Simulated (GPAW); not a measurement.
# How the plane-wave cutoff moves the magnetism of free-standing square Ti monolayer, spacing 2.74 A, part 2 of 2

Wanted: the cheapest choice of the plane-wave cutoff that holds the magnetic results of free-standing square Ti monolayer, spacing 2.74 A.

GPAW 26.7.0; revPBE; plane waves with GPAW's PAW setups, scalar-relativistic.

So far, largest spin moment in the augmentation sphere (μB): step 3 (rung 1 (250 eV), start antiferro q=(1/2,1/2,0) +-) 0.179; step 6 (rung 3 (400 eV), start ferro +) 1.18; step 7 (rung 3 (400 eV), start antiferro q=(1/2,1/2,0) +-) 0.195; step 9 (rung 4 (500 eV), start antiferro q=(1/2,1/2,0) +-) 0.203; step 10 (rung 5 (650 eV), start ferro +) 1.18.

## Step 11: Rung 5 (650 eV), start antiferro q=(1/2,1/2,0) +-

Input file order2.py:

```python
import json
import numpy as np
from ase import Atoms
from ase.parallel import paropen, parprint
from gpaw import GPAW

atoms = Atoms(['Ti', 'Ti'],
    cell=[[5.48, 0.0, 0.0],
         [2.74, 2.74, 0.0],
         [0.0, 0.0, 14.0]],
    scaled_positions=[[0.0, 0.0, 0.5],
         [0.5, 0.0, 0.5]],
    pbc=True,
    magmoms=[1.0, -1.0])
atoms.calc = GPAW(mode={'name': 'pw', 'ecut': 650},
    xc='revPBE',
    kpts={'size': (5, 10, 1), 'gamma': True},
    occupations={'name': 'fermi-dirac', 'width': 0.05},
    convergence={'density': 0.001, 'energy': 1e-05},
    maxiter=200,
    symmetry={'tolerance': 1e-4},
    txt='order2.txt')
e = atoms.get_potential_energy(force_consistent=True)
res = {'free_energy': e, 'energy_sigma0': atoms.get_potential_energy(), 'fermi_energy': atoms.calc.get_fermi_level()}
res['moments'] = atoms.get_magnetic_moments().tolist()
res['total'] = atoms.get_magnetic_moment()
parprint('site moments (muB):', np.round(res['moments'], 3))
parprint(f"total moment: {res['total']:.3f} muB")
parprint(f'free energy: {e:.6f} eV')
atoms.calc.write('order2.gpw')
with paropen('results.json', 'w') as f:
    json.dump(res, f)
```

Started as:

```sh
OMP_NUM_THREADS=1 python3 order2.py > order2.log
```

The program printed:

```text
UserWarning: Initial realspace grid (35,24,84) inconsistent with symmetries.
UserWarning: Using symmetrized grid: (35,35,84).

site moments (muB): [ 0.201 -0.201]
total moment: -0.000 muB
free energy: -8.455877 eV

--- order2.txt ---
Input parameters:
  mode=PW(ecut=650),
  convergence={'density': 0.001, 'energy': 1e-05},
  kpts=MonkhorstPack(size=(5, 10, 1), gamma=True),
  maxiter=200,
[...]
|          6 |       -34.557 |     1.000 |       -34.557 |     1.000 |
|          7 |       -34.557 |     1.000 |       -34.557 |     1.000 |
[...]
|         15 |         0.308 |     0.000 |         0.308 |     0.000 |
|         16 |         0.589 |     0.000 |         0.589 |     0.000 |
|         17 |         0.589 |     0.000 |         0.589 |     0.000 |
|         18 |         1.644 |     0.000 |         1.644 |     0.000 |

No gap
No difference between direct/indirect transitions


[key lines of the parts left out:]
Free energy:      -8.455877
Converged in 32 steps
dipole moment: (-34.711608, -17.355804, 0.000001)  # |e|*Ang
Fermi level: -1.670
```

Wall time 2.5 min (1 MPI rank of AMD EPYC 9R45, shared host); peak memory 0.49 GiB.

Numbers from this step:

| Property | Result |
| --- | --- |
| magnetization | 0 μB |
| final state | antiferromagnetic |
| largest moment | 0.2005 μB |

This start lies +89.4 meV a seeded atom from the first, a change of +1.3 meV since rung 3; its largest moment is 0.201 μB.

## Step 12: Rung 6 (800 eV), start ferro +

Input file order1.py:

```python
import json
import numpy as np
from ase import Atoms
from ase.parallel import paropen, parprint
from gpaw import GPAW

atoms = Atoms(['Ti'],
    cell=[[2.74, 0.0, 0.0],
         [0.0, 2.74, 0.0],
         [0.0, 0.0, 14.0]],
    scaled_positions=[[0.0, 0.0, 0.5]],
    pbc=True,
    magmoms=[1.0])
atoms.calc = GPAW(mode={'name': 'pw', 'ecut': 800},
    xc='revPBE',
    kpts={'size': (10, 10, 1), 'gamma': True},
    occupations={'name': 'fermi-dirac', 'width': 0.05},
    convergence={'density': 0.001, 'energy': 1e-05},
    maxiter=200,
    symmetry={'tolerance': 1e-4},
    txt='order1.txt')
e = atoms.get_potential_energy(force_consistent=True)
res = {'free_energy': e, 'energy_sigma0': atoms.get_potential_energy(), 'fermi_energy': atoms.calc.get_fermi_level()}
res['moments'] = atoms.get_magnetic_moments().tolist()
res['total'] = atoms.get_magnetic_moment()
parprint('site moments (muB):', np.round(res['moments'], 3))
parprint(f"total moment: {res['total']:.3f} muB")
parprint(f'free energy: {e:.6f} eV')
atoms.calc.write('order1.gpw')
with paropen('results.json', 'w') as f:
    json.dump(res, f)
```

Started as:

```sh
OMP_NUM_THREADS=1 python3 order1.py > order1.log
```

The program printed:

```text
site moments (muB): [1.185]
total moment: 2.095 muB
free energy: -4.341132 eV

--- order1.txt ---
Input parameters:
  mode=PW(ecut=800),
  convergence={'density': 0.001, 'energy': 1e-05},
  kpts=MonkhorstPack(size=(10, 10, 1), gamma=True),
  maxiter=200,
  occupations=Occupations(name='fermi-dirac', width=0.05),
  symmetry=Symmetry(tolerance=0.0001),
  xc=XC(name='revPBE')

Diagonalizing LCAO Hamiltonian
[...]
|          3 |       -35.207 |     1.000 |       -33.952 |     1.000 |
|          4 |        -6.110 |     1.000 |        -4.987 |     1.000 |
[...]
|          8 |        -0.194 |     0.000 |         1.376 |     0.000 |
|          9 |        -0.194 |     0.000 |         1.376 |     0.000 |
|         10 |         1.261 |     0.000 |         1.942 |     0.000 |
|         11 |         1.635 |     0.000 |         2.068 |     0.000 |

No gap
No difference between direct/indirect transitions


[key lines of the parts left out:]
Free energy:      -4.341132
Converged in 117 steps
dipole moment: (-8.665597, -8.665597, 0.000000)  # |e|*Ang
Fermi level: -1.707
```

It took 2.3 min on 1 MPI rank; peak memory 0.28 GiB.

Read from the output:

* magnetization: 2.095 μB
* final state: ferromagnetic
* largest moment: 1.185 μB

The largest moment is that of rung 5, at 1.2 times its CPU time.

## Step 13: Rung 6 (800 eV), start antiferro q=(1/2,1/2,0) +-

order2.py is the script of step 11 with these lines changed:

```diff
@@ -14,3 +14,3 @@
     magmoms=[1.0, -1.0])
-atoms.calc = GPAW(mode={'name': 'pw', 'ecut': 650},
+atoms.calc = GPAW(mode={'name': 'pw', 'ecut': 800},
     xc='revPBE',
```

Started as:

```sh
OMP_NUM_THREADS=1 python3 order2.py > order2.log
```

The program printed:

```text
UserWarning: Initial realspace grid (36,27,96) inconsistent with symmetries.
UserWarning: Using symmetrized grid: (36,36,96).

site moments (muB): [ 0.202 -0.202]
total moment: 0.000 muB
free energy: -8.502938 eV

--- order2.txt ---
Input parameters:
  mode=PW(ecut=800),
  convergence={'density': 0.001, 'energy': 1e-05},
  kpts=MonkhorstPack(size=(5, 10, 1), gamma=True),
  maxiter=200,
[...]
|          6 |       -34.555 |     1.000 |       -34.555 |     1.000 |
|          7 |       -34.555 |     1.000 |       -34.555 |     1.000 |
[...]
|         15 |         0.308 |     0.000 |         0.308 |     0.000 |
|         16 |         0.589 |     0.000 |         0.589 |     0.000 |
|         17 |         0.589 |     0.000 |         0.589 |     0.000 |
|         18 |         1.644 |     0.000 |         1.644 |     0.000 |

No gap
No difference between direct/indirect transitions


[key lines of the parts left out:]
Free energy:      -8.502938
Converged in 33 steps
dipole moment: (-34.705964, -17.352982, 0.000001)  # |e|*Ang
Fermi level: -1.669
```

The job ended after 2.8 min (1 MPI rank; peak memory 0.6 GiB).

Numbers from this step:

```
magnetization  : 0 μB
final state    : antiferromagnetic
largest moment : 0.2020 μB
```

This start lies +89.7 meV a seeded atom from the first, a change of +0.2 meV since rung 5; its largest moment is 0.202 μB.

## Step 14: The rungs together

Ladder, by row:

```csv
rung,cutoff (eV),state from the first start,state from the second start,second less first (meV a seeded atom),"moment, first (μB)","moment, second (μB)",CPU time (s)
2,325,ferromagnetic,antiferromagnetic,86.77,1.172,0.194,50.07
3,400,ferromagnetic,antiferromagnetic,88.18,1.18,0.1954,107.3
5,650,ferromagnetic,antiferromagnetic,89.43,1.184,0.2005,259.1
6,800,ferromagnetic,antiferromagnetic,89.66,1.185,0.202,306.8
```

## Step 15: Outcome

```yaml
range_of_the_moment_in_the_table_first_start: 1.17 to 1.18 μB
range_of_cpu_time: 50 s to 5.1 min
range_of_the_energy_difference: 86.8 to 89.7 meV a seeded atom
first_rung_from_which_all_stay_within_4p5_mev_of_the_last: 2
```

In words: From rung 2 on the result stays within 2.9 meV of the last rung, inside the margin of 4.5 meV set for it, at 16 % of the last rung's cost. The first start ends lower on every rung of the table; whether functional and cell give the true order is another question. Rungs 1 and 4 gave no pair of finished runs and are missing from the table.

[Logs and program files are shortened in this print: banners, set-up blocks, solver, clock and traceback lines can be left out without a mark of their own.]

[Logs are printed without paths, hosts, clocks, repeated set-up lines and the standing remarks that a program may print on its own settings, such as how far it seeks lower states.]

[Hosts, paths, dates, database ids (printed as entryN), source tags and the programs' standing remarks are cut or masked in the printed files.]

[Where a cell is said to come from a database of computed structures, the database is the Materials Project.]
